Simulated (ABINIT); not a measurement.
# Al2O3 (Corundum): zone-centre phonons, part 2 of 2

Aim: the zone-centre modes of Al2O3 (Corundum).

ABINIT 10.8.3; DFT LDA, scalar-relativistic, plane waves, PseudoDojo norm-conserving pseudopotentials.

So far. Step 3 (Relaxing the cell and atoms): The volume changes by -2.9 % in this run and stands -2.9 % from the first cell. Step 4 (Self-consistent run for the response): The cell stands at -1.4 GPa: the relaxation ran with a smoothed and higher cutoff and on another k mesh. The relaxed cell has a = 4.717, c = 12.856 Å (conventional setting).

**6. Zone-centre response**

The derivative of the wavefunctions by k comes first, since the response to a field is built on it; then the field and the displacements that symmetry doesn't supply are solved at q = 0.

It reads the wavefunctions written in step 4.

File dfpt_gamma.abi:

```
ndtset 2

# common to the responses
getwfk_filepath "gso_WFK"
kptopt 2
nqpt 1
qpt 0.0 0.0 0.0
asr 0
chneut 0

# d/dk
rfelfd1 2
rfdir1 1 1 1
iscf1 -3
tolwfr1 1.0d-20

# displacements, field
rfphon2 1
rfatpol2 1 10
rfdir2 1 1 1
rfelfd2 3
getddk2 1
tolvrs2 1.0d-10
prtwf2 0

# basis, mesh and filling
ecut 36.0
ngkpt 6 6 6
nshiftk 1
shiftk 0.5 0.5 0.5
istwfk *1
occopt 1
nband 24
nstep 100
diemac 9.0
prtebands 0
prtgsr 0
useylm 1

# cell and atoms
acell 3*1.0 Angstrom
rprim 
    2.358266074 1.361545552 4.285324795
    -2.358266074 1.361545552 4.285324795
    0.0 -2.723091106 4.285324795
ntypat 2
znucl 13 8
natom 10
typat 1 1 1 1 2 2 2 2 2 2
xred 
    0.3519585969 0.3519585969 0.3519585969
    0.1480414031 0.1480414031 0.1480414031
    0.6480414031 0.6480414031 0.6480414031
    0.8519585969 0.8519585969 0.8519585969
    0.5557665066 0.9442334934 0.25
    0.25 0.5557665066 0.9442334934
    0.9442334934 0.25 0.5557665066
    0.4442334934 0.0557665066 0.75
    0.75 0.4442334934 0.0557665066
    0.0557665066 0.75 0.4442334934
pp_dirpath "./pseudo"
pseudos "Al.upf, O.upf"
```

Started as:

```
$ OMP_NUM_THREADS=1 mpirun -n 16 abinit dfpt_gamma.abi > dfpt_gamma.log
```

dfpt_gamma.abo, the main output file:

```text
[banners, grids, parts of the stress and lines that vanish by symmetry left out]
- input  file    -> dfpt_gamma.abi
- output file    -> dfpt_gamma.abo
- root for input  files -> dfpt_gammai
[...]
DATASET    1 : space group R-3 c (#167); Bravais hR (rhombohedral)
[...]
nfft =      157464          nkpt =         108
[...]
DATASET    2 : space group R-3 c (#167); Bravais hR (rhombohedral)
[...]
nfft =      157464          nkpt =         108
[...]
== DATASET  1 ==================================================================
[...]
cutoff_energies: {ecut:  36.0, pawecutdg:  -1.0, }
[...]
-  8.00000   6.00000  201201                  znucl, zion, pspdat
[...]
Perturbation : derivative vs k along direction   1
[...]
-ETOT  1  -35.445511135960     -3.545E+01 1.420E-01 0.000E+00
 ETOT  2  -35.552253601527     -1.067E-01 3.808E-03 0.000E+00
 ETOT  3  -35.553445255905     -1.192E-03 7.690E-05 0.000E+00
 ETOT  4  -35.553465600737     -2.034E-05 2.664E-06 0.000E+00
 ETOT  5  -35.553466021956     -4.212E-07 8.407E-08 0.000E+00
[...]
At SCF step   15   max residual=  9.99E-21 < tolwfr=  1.00E-20 =>converged.
[...]
Perturbation : derivative vs k along direction   2
[...]
-ETOT  1  -35.445226512756     -3.545E+01 1.162E-01 0.000E+00
[...]
At SCF step   15   max residual=  9.99E-21 < tolwfr=  1.00E-20 =>converged.
[...]
Perturbation : derivative vs k along direction   3
[...]
-ETOT  1  -35.445768028275     -3.545E+01 1.543E-01 0.000E+00
[...]
At SCF step   15   max residual=  9.99E-21 < tolwfr=  1.00E-20 =>converged.
[...]
1        1       0.4539801350    0.0000000000
     1        2       0.0000000000    0.0000000000
     1        3       0.0000000000    0.0000000000
     2        1       0.0000000000    0.0000000000
     2        2       0.4539801350    0.0000000000
     2        3      -0.0000000003    0.0000000000
     3        1       0.0000000000    0.0000000000
     3        2      -0.0000000003    0.0000000000
     3        3       2.2485885226    0.0000000000
[...]
== DATASET  2 ==================================================================
[...]
cutoff_energies: {ecut:  36.0, pawecutdg:  -1.0, }
[...]
Perturbation : displacement of atom   1   along direction   1
[...]
-ETOT  1   19.301368707019     -5.972E+01 8.297E-02 4.833E+03
[...]
At SCF step   13       vres2   =  3.81E-11 < tolvrs=  1.00E-10 =>converged.
[...]
Perturbation : displacement of atom   5   along direction   1
[...]
-ETOT  1   21.869713627906     -5.702E+03 1.313E+00 2.702E+04
[...]
At SCF step   14       vres2   =  2.68E-11 < tolvrs=  1.00E-10 =>converged.
[...]
Perturbation : displacement of atom   5   along direction   3
[...]
-ETOT  1   32.796463325720     -5.614E+03 2.751E+00 3.807E+04
[...]
At SCF step   13       vres2   =  2.92E-11 < tolvrs=  1.00E-10 =>converged.
[...]
Perturbation : homogeneous electric field along direction   1
[...]
-ETOT  1  -69.592760449631     -6.959E+01 7.789E-01 5.127E+03
[...]
ETOT 12  -71.010195358172     -3.411E-13 5.716E-16 3.010E-10
 ETOT 13  -71.010195358172      1.421E-14 8.975E-17 3.421E-12
 At SCF step   13       vres2   =  3.42E-12 < tolvrs=  1.00E-10 =>converged.
[...]
Dielectric tensor, in cartesian coordinates,
[...]
1   12   1   12         3.1991527891        -0.0000000000
   1   12   2   12        -0.0000000000        -0.0000000000
   1   12   3   12        -0.0000000000        -0.0000000000
   2   12   1   12        -0.0000000000        -0.0000000000
   2   12   2   12         3.1991527892        -0.0000000000
   2   12   3   12        -0.0000000003        -0.0000000000
   3   12   1   12        -0.0000000000        -0.0000000000
   3   12   2   12        -0.0000000003        -0.0000000000
   3   12   3   12         3.1603452957        -0.0000000000
  Effective charges, in cartesian coordinates,
[...]
1    1   1   12         2.9367018843         0.0000000000
   2    1   1   12        -0.0251116809         0.0000000000
   3    1   1   12        -0.0000000000         0.0000000000
   1    2   1   12         2.9367018843         0.0000000000
   2    2   1   12         0.0251116809         0.0000000000
[...]
Effective charges, in cartesian coordinates,
[...]
2   12   1   10        -0.0851762680         0.0000000000
   3   12   1   10         0.2882980459         0.0000000000
   1   12   2   10        -0.0851762680         0.0000000000
   2   12   2   10        -2.0074081292         0.0000000000
   3   12   2   10        -0.1664489544         0.0000000000
   1   12   3   10         0.2106261788         0.0000000000
   2   12   3   10        -0.1216050810         0.0000000000
   3   12   3   10        -1.9390906519         0.0000000000
  Phonon wavevector (reduced coordinates) :  0.00000  0.00000  0.00000
 Phonon energies in Hartree :
[...]
Phonon frequencies in cm-1    :
-  9.808941E-01  9.808947E-01  1.611828E+00  3.136713E+02  3.775814E+02
-  3.775814E+02  3.913227E+02  3.913227E+02  3.997779E+02  4.220699E+02
-  4.388202E+02  4.388202E+02  4.422457E+02  4.422457E+02  4.485401E+02
-  4.485401E+02  5.315400E+02  5.785467E+02  5.785467E+02  5.811224E+02
[...]
Phonon at Gamma, with non-analyticity in the
[...]
Phonon energies in Hartree :
[...]
Phonon frequencies in cm-1    :
[...]
Phonon at Gamma, with non-analyticity in the
[...]
Phonon energies in Hartree :
[...]
Phonon frequencies in cm-1    :
[...]
Phonon at Gamma, with non-analyticity in the
[...]
Phonon energies in Hartree :
[...]
Phonon frequencies in cm-1    :
[...]
-  5.811224E+02  6.037027E+02  6.377496E+02  6.377496E+02  6.501961E+02
-  6.954445E+02  7.548532E+02  7.587570E+02  7.587570E+02  8.751143E+02
[...]
fcart2     0.0000000000E+00  0.0000000000E+00  0.0000000000E+00
           strten2     0.0000000000E+00  0.0000000000E+00  0.0000000000E+00
================================================================================
```

Run time: 8.1 min. Hardware: 16 MPI ranks of Arm Neoverse V1, shared host; 2.2 h of CPU time.

This step gave:

| Item | Value |
| --- | --- |
| miss of the charge sum rule | 0.002589 e |
| largest acoustic frequency at the zone centre before the sum rule | 1.61 cm⁻¹ |
| highest optical zone-centre mode (no LO-TO term) | 758.8 cm⁻¹ |
| lowest optical zone-centre mode | 313.7 cm⁻¹ |
| mean high-frequency dielectric constant | 3.186 |
| largest Born charge in size (third of the trace) | 2.927 e |

Born charge (rows field, columns displacement), before the sum rule (e), principal values of the symmetric part by kind of site:

```csv
atom,atoms with these values,low,middle,high,mean
Al1,4,2.91,2.94,2.94,2.93
O5,6,-2.19,-2.06,-1.61,-1.95
```

In full for O5:

```
-2.06  0.00  0.00
 0.00 -1.86  0.24
 0.00  0.33 -1.94
```

High-frequency dielectric tensor:

```
3.20 0.00 0.00
0.00 3.20 0.00
0.00 0.00 3.16
```

The acoustic modes at Γ come out as far as 1.6 cm⁻¹ from zero, where they should vanish, a small numerical error; the Born charges miss their sum rule by 0.0026 e, which is good.

**7. Zone-centre analysis**

anaddb reads the merged derivatives, imposes the acoustic sum rule and charge neutrality, and adds the LO-TO term along chosen directions.

File anaddb.abi:

```
ddb_filepath "gamma_DDB"
output_file "anaddb.abo"
outdata_prefix "anaddb"
asr 1
chneut 1
enunit 2
eivec 1
nph1l 1
qph1l 0.0 0.0 0.0 1.0
dieflag 1
nph2l 3
qph2l 
    1.0 0.0 0.0 0.0
    0.0 0.0 1.0 0.0
    1.0 1.0 1.0 0.0
```

File mrgddb.in:

```
gamma_DDB
merged
2
dfpt_gammao_DS2_DDB
gso_DDB
```

Started as:

```
$ mrgddb < mrgddb.in > mrgddb.log
$ OMP_NUM_THREADS=1 anaddb anaddb.abi > anaddb.log
```

anaddb.abo, the main output file:

```text
[banners, grids, parts of the stress and lines that vanish by symmetry left out]
-outvars_anaddb: echo values of input variables ----------------------

 Flags :
[...]
Dielectric Tensor and Effective Charges
[...]
Effective charge tensors after
[...]
Phonon wavevector (reduced coordinates) :  0.00000  0.00000  0.00000
 Phonon energies in Hartree :
[...]
Phonon energies in meV     :
-  0.000000E+00  0.000000E+00  0.000000E+00  3.889029E+01  4.681337E+01
-  4.681337E+01  4.851764E+01  4.851764E+01  4.956566E+01  5.232998E+01
-  5.440659E+01  5.440659E+01  5.483100E+01  5.483100E+01  5.561164E+01
-  5.561164E+01  6.590217E+01  7.173055E+01  7.173055E+01  7.204968E+01
-  7.204968E+01  7.323835E+01  7.484954E+01  7.907077E+01  7.907077E+01
-  8.061368E+01  8.622383E+01  9.358967E+01  9.407378E+01  9.407378E+01
 Phonon frequencies in cm-1    :
-  0.000000E+00  0.000000E+00  0.000000E+00  3.136713E+02  3.775753E+02
-  3.775753E+02  3.913212E+02  3.913212E+02  3.997740E+02  4.220698E+02
-  4.388187E+02  4.388187E+02  4.422419E+02  4.422419E+02  4.485381E+02
-  4.485381E+02  5.315368E+02  5.785459E+02  5.785459E+02  5.811198E+02
-  5.811198E+02  5.907071E+02  6.037022E+02  6.377488E+02  6.377488E+02
-  6.501932E+02  6.954421E+02  7.548516E+02  7.587562E+02  7.587562E+02
 Phonon frequencies in Thz     :
-  0.000000E+00  0.000000E+00  0.000000E+00  9.403630E+00  1.131942E+01
-  1.131942E+01  1.173151E+01  1.173151E+01  1.198492E+01  1.265333E+01
[...]
Phonon energies in Kelvin  :
[...]
-  8.361018E+02  8.498958E+02  8.685928E+02  9.175782E+02  9.175782E+02
-  9.354829E+02  1.000586E+03  1.086063E+03  1.091681E+03  1.091681E+03
[...]
-  1  0.00000000E+00  0.00000000E+00  1.64016412E-03
-     0.00000000E+00  0.00000000E+00  0.00000000E+00
-  2  0.00000000E+00  0.00000000E+00  1.64016412E-03
-     0.00000000E+00  0.00000000E+00  0.00000000E+00
-  3  0.00000000E+00  0.00000000E+00  1.64016412E-03
-     0.00000000E+00  0.00000000E+00  0.00000000E+00
-  4  0.00000000E+00  0.00000000E+00  1.64016412E-03
-     0.00000000E+00  0.00000000E+00  0.00000000E+00
-  5  0.00000000E+00  0.00000000E+00  1.64016419E-03
-     0.00000000E+00  0.00000000E+00  0.00000000E+00
-  6  0.00000000E+00  0.00000000E+00  1.64016419E-03
-     0.00000000E+00  0.00000000E+00  0.00000000E+00
-  7  0.00000000E+00  0.00000000E+00  1.64016419E-03
-     0.00000000E+00  0.00000000E+00  0.00000000E+00
-  8  0.00000000E+00  0.00000000E+00  1.64016419E-03
-     0.00000000E+00  0.00000000E+00  0.00000000E+00
-  9  0.00000000E+00  0.00000000E+00  1.64016419E-03
-     0.00000000E+00  0.00000000E+00  0.00000000E+00
- 10  0.00000000E+00  0.00000000E+00  1.64016419E-03
-     0.00000000E+00  0.00000000E+00  0.00000000E+00
[...]
-  1  0.00000000E+00 -1.64016409E-03  0.00000000E+00
-     0.00000000E+00  0.00000000E+00  0.00000000E+00
-  2  0.00000000E+00 -1.64016409E-03  0.00000000E+00
-     0.00000000E+00  0.00000000E+00  0.00000000E+00
-  3  0.00000000E+00 -1.64016409E-03  0.00000000E+00
-     0.00000000E+00  0.00000000E+00  0.00000000E+00
-  4  0.00000000E+00 -1.64016409E-03  0.00000000E+00
-     0.00000000E+00  0.00000000E+00  0.00000000E+00
[...]
-  3  1.06932135E-03  8.92426898E-04  0.00000000E+00
-     0.00000000E+00  0.00000000E+00  0.00000000E+00
-  4 -1.06915125E-03  8.92630678E-04  0.00000000E+00
-     0.00000000E+00  0.00000000E+00  0.00000000E+00
-  5  0.00000000E+00 -9.91604914E-04 -2.24793081E-03
-     0.00000000E+00  0.00000000E+00  0.00000000E+00
-  6  1.01596178E-05 -1.00936555E-03  1.12415092E-03
-     0.00000000E+00  0.00000000E+00  0.00000000E+00
-  7 -1.03497307E-05 -1.00936751E-03  1.12377989E-03
-     0.00000000E+00  0.00000000E+00  0.00000000E+00
-  8  0.00000000E+00 -9.91604914E-04 -2.24793081E-03
-     0.00000000E+00  0.00000000E+00  0.00000000E+00
[...]
-     1         -0.000000    -0.000000    -0.000000     0.000000
-     2         -0.000000     0.000000    -0.000000     0.000000
-     3         -0.000000    -0.000000     0.000000     0.000000
[...]
-     5          0.000000     0.000000     0.000000     0.000000
[...]
-   1     Real    0.0000E+00  0.0000E+00  0.0000E+00  0.0000E+00  0.0000E+00  0.0000E+00  0.0000E+00
[...]
-   2     Real    0.0000E+00  0.0000E+00  0.0000E+00  0.0000E+00  0.0000E+00  0.0000E+00  0.0000E+00
[...]
-   3     Real    0.0000E+00  0.0000E+00  0.0000E+00  0.0000E+00  0.0000E+00  0.0000E+00  0.0000E+00
[...]
-   5     Real    0.0000E+00  0.0000E+00  0.0000E+00  0.0000E+00  0.0000E+00  0.0000E+00  0.0000E+00
[...]
-  29     Real    0.0000E+00  0.0000E+00  0.0000E+00  0.0000E+00  0.0000E+00  0.0000E+00  0.0000E+00
[...]
-  30     Real    0.0000E+00  0.0000E+00  0.0000E+00  0.0000E+00  0.0000E+00  0.0000E+00  0.0000E+00
[...]
Phonon at Gamma, with non-analyticity in the
[...]
Phonon energies in Hartree :
[...]
Phonon energies in meV     :
[...]
Phonon frequencies in cm-1    :
[...]
Phonon frequencies in Thz     :
[...]
Phonon energies in Kelvin  :
[...]
Phonon at Gamma, with non-analyticity in the
[...]
Phonon energies in Hartree :
[...]
Phonon energies in meV     :
[...]
Phonon frequencies in cm-1    :
[...]
Phonon frequencies in Thz     :
[...]
Phonon energies in Kelvin  :
[...]
Phonon at Gamma, with non-analyticity in the
[...]
Phonon energies in Hartree :
[...]
Phonon energies in meV     :
[...]
Phonon frequencies in cm-1    :
[...]
Phonon frequencies in Thz     :
[...]
Phonon energies in Kelvin  :
[...]
-  8.464906E+02  8.685928E+02  9.121862E+02  9.175782E+02  9.354829E+02
-  1.000586E+03  1.086063E+03  1.091681E+03  1.091681E+03  1.286496E+03
[...]
-  9 -1.52452637E-03 -1.49838218E-03 -1.71955390E-03
-     0.00000000E+00  0.00000000E+00  0.00000000E+00
- 10 -1.52452640E-03  1.49838217E-03  1.71955393E-03
-     0.00000000E+00  0.00000000E+00  0.00000000E+00
[...]
Direction                     Dielectric constant
[...]
0.00000   0.00000   1.00000     10.98551145
   1.00000   1.00000   1.00000      9.74375242
-
```

Run time: 0.51 s. Hardware: 1 thread.

This step gave:

```yaml
mean_static_dielectric_constant: 9.744
highest_mode_moved_by_the_lo_to_term: 902.7 cm⁻¹
```

No LO-TO term; unit eigenvectors of the mass-weighted matrix, from anaddb's displacements. The modes at Γ (shares of kinetic energy by element, %):

```csv
mode,frequency (cm⁻¹),Al %,O %
1,0.0,53,47
2,0.0,53,47
3,0.0,53,47
4,313.7,97,3
5,377.6,1,99
6,377.6,1,99
7,391.3,74,26
8,391.3,74,26
9,399.8,33,67
10,422.1,96,4
11,438.8,62,38
12,438.8,62,38
13,442.2,38,62
14,442.2,38,62
15,448.5,54,46
16,448.5,54,46
17,531.5,2,98
18,578.5,78,22
19,578.5,78,22
20,581.1,27,73
21,581.1,27,73
22,590.7,14,86
23,603.7,86,14
24,637.7,8,92
25,637.7,8,92
26,650.2,4,96
27,695.4,14,86
28,754.9,2,98
29,758.8,6,94
30,758.8,6,94
```

Displacements in mode 4 (313.7 cm⁻¹), the largest set to 1:
```
Al1  0.00  0.00  1.00
Al2  0.00  0.00  1.00
Al3  0.00  0.00 -1.00
Al4  0.00  0.00 -1.00
O5   0.00  0.20 -0.03
O6  -0.17 -0.10 -0.03
O7   0.17 -0.10 -0.03
O8   0.00 -0.20  0.03
O9   0.17  0.10  0.03
O10 -0.17  0.10  0.03
```

Displacements in mode 6 (377.6 cm⁻¹), the largest set to 1:
```
Al1  0.09 -0.03  0.00
Al2 -0.09 -0.03  0.00
Al3 -0.09  0.03  0.00
Al4  0.09  0.03  0.00
O5   0.00  0.89  1.00
O6   0.37  0.25 -0.50
O7  -0.37  0.25 -0.50
O8   0.00 -0.89 -1.00
O9  -0.37 -0.25  0.50
O10  0.37 -0.25  0.50
```

Static dielectric tensor (ions relaxed, fixed cell):

```
 9.12  0.00  0.00
 0.00  9.12  0.00
 0.00  0.00 10.99
```

The rule moves no optical mode by more than 0.1 cm⁻¹.

**8. What came out**

| Item | Value |
| --- | --- |
| space group after relaxation | R-3c |
| volume per atom | 8.26 Å³ |
| highest optical zone-centre mode (no LO-TO term) | 758.8 cm⁻¹ |
| lowest optical zone-centre mode | 313.7 cm⁻¹ |
| highest mode moved by the LO-TO term | 902.7 cm⁻¹ |
| mean high-frequency dielectric constant | 3.19 |
| largest Born charge in size (third of the trace) | 2.93 e |
| mean static dielectric constant | 9.74 |
| imaginary optical modes at the zone centre (no q mesh in this session) | none |

In words: At the LDA level the optical modes of Al2O3 (Corundum) at the zone centre (no LO-TO term) run from 314 to 759 cm⁻¹. The base run prints -1.4 GPa, mostly the error of a finite basis; the relaxation, with a smoothed and higher cutoff, had brought the cell to rest. Along the directions run, the highest mode that the macroscopic field moves lies at 903 cm⁻¹. Lattice motion raises the mean dielectric constant from 3.186 to 9.744. The Born charge of Al is 2.927 e against a formal charge of +3, close to the ionic value. These are harmonic frequencies at zero temperature: anharmonic shifts and linewidths and thermal expansion are left out.

[Host names and launcher messages were left out of these logs when they were recorded.]

[Logs are printed without paths, hosts, clocks, repeated set-up lines and the standing remarks that a program may print on its own settings, such as how far it seeks lower states.]

[Hosts, paths, dates, database ids (printed as entryN), source tags and the programs' standing remarks are cut or masked in the printed files.]
